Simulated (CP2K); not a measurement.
The O K edge of bicarbonate was computed by TDDFT (CP2K XAS_TDP, aug-cc-pVTZ, TDA) at these levels: PBEh(45%), PBEh(45%) + GW2X and PBEh(60%). The first three lines of O1 (bonded to C and H) with a strength over 0.0015, energy in eV and strength:

```csv
run,first,second,third
1,535.52 (0.021),537.38 (0.020),537.85 (0.013)
2,529.00 (0.009),530.83 (0.015),531.03 (0.005)
3,532.27 (0.009),534.10 (0.015),534.31 (0.005)
```

Which run is which?

Run 1: PBEh(60%) (60 % exact exchange). Run 2: PBEh(45%) (45 % exact exchange). Run 3: PBEh(45%) + GW2X (45 % exact exchange). Self-interaction lifts the core level, so the uncorrected lines rise with the share of exact exchange. The GW2X run keeps the spacings of its parent: 1.83 eV between the first two lines in run 3, 1.83 eV in run 2. Its shift is +3.27 eV, since the Kohn–Sham level at this share of exchange lies that far above the quasiparticle level.

[Banner, clock and machine lines of the logs are left out without a mark of their own.]

[Logs are printed without paths, hosts, clocks, repeated set-up lines and the standing remarks that a program may print on its own settings, such as how far it seeks lower states.]

[Hosts, paths, dates, database ids (printed as entryN), source tags and the programs' standing remarks are cut or masked in the printed files.]
